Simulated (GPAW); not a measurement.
# Surface energy and work function of Ca(111) from slabs of 3 to 12 layers (LDA)

How do energy and work function of Ca(111) films settle with thickness, and what surface energy follows?

How it was computed: GPAW 26.7.0, plane waves at 450 eV with PAW setups; symmetric 1×1 slabs cut at the tabulated lattice constant (two decimals; low-temperature values for the alkali metals), atoms at bulk places, 7.5 Å of vacuum on each side, one in-plane mesh for all thicknesses, Fermi-Dirac smearing of 0.1 eV. Energies are extrapolated to zero smearing and count from the program's reference atoms. Functional LDA. The cell's area is 13.482 Å².

What came out, but for one run:

| layers | energy (eV) | work function (eV) |
| --- | --- | --- |
| 3 | −5.9855 | 3.10 |
| 4 | −8.2711 | 3.10 |
| 5 | −10.5545 | 3.10 |
| 6 | −12.8410 | 3.10 |
| 7 | −15.1257 | 3.10 |
| 8 | −17.4103 | 3.10 |
| 9 | −19.6953 | 3.10 |
| 10 | −21.9804 | 3.09 |
| 11 | −24.2649 | 3.10 |
| 12 | ? | ? |

To predict: What surface energy do these runs give, and what energy and work function should the 12-layer slab have?

A: A slab of n layers has E(n) = nε + 2Aγ once its middle is bulk-like. A line through n = 6 to 11 has the slope ε = −2.2848 eV a layer and the intercept 2Aγ = 0.8680 eV (r.m.s. residual 0.1 meV). So γ = 0.8680 / (2 × 13.482 Å²) = 0.0322 eV/Å² = 0.52 J/m², with a standard error of under 0.01 J/m² from the scatter about the line. For 12 layers: 0.8680 + 12 × (−2.2848) = −26.550 eV; the run gives −26.550 eV, 0.1 meV over the line. The work function has no such law: from 6 to 11 layers it moves between 3.09 and 3.10 eV (mean 3.10), and the 12-layer slab gives 3.10 eV. The thinnest slab, 3 layers, lies 0.00 eV from that mean.

**Limits.** The surfaces are unrelaxed, so γ is an upper bound for this functional and lattice constant. The tabulated lattice constant isn't the functional's own, which strains the slab a little.
